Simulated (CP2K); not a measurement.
Two runs for the N K edge of 2-hydroxypyridine. Run A: CP2K XAS_TDP, all-electron GAPW, PBEh(45%), aug-cc-pVDZ, TDA, no relativity. Run B differs in one setting.

First lines with a strength over 0.0015. A:

| atom | energy (eV) | states | strength, one atom |
| --- | --- | --- | --- |
| N7 (bonded to 2 C) | 395.23 | 1 | 0.0458 |
|  | 399.02 | 1 | 0.0020 |
|  | 399.59 | 1 | 0.0017 |
|  | 401.48 | 1 | 0.0055 |
|  | 401.71 | 1 | 0.0029 |

B:

```
              atom  energy (eV)  states  strength, one atom
N7 (bonded to 2 C)       399.92       1              0.0453
                         403.70       1              0.0020
                         404.27       1              0.0017
                         406.16       1              0.0055
                         406.39       1              0.0029
```

Question: Which was it: the functional, scalar relativity switched on, GW2X switched on, the basis?

GW2X switched on. GW2X shifts an atom's lines together and keeps their spacings. Against PBEh(45%) in aug-cc-pVDZ, the leading line moves by +4.69 eV, to 399.92 eV.

[Banner, clock and machine lines of the logs are left out without a mark of their own.]

[Logs are printed without paths, hosts, clocks, repeated set-up lines and the standing remarks that a program may print on its own settings, such as how far it seeks lower states.]

[Hosts, paths, dates, database ids (printed as entryN), source tags and the programs' standing remarks are cut or masked in the printed files.]
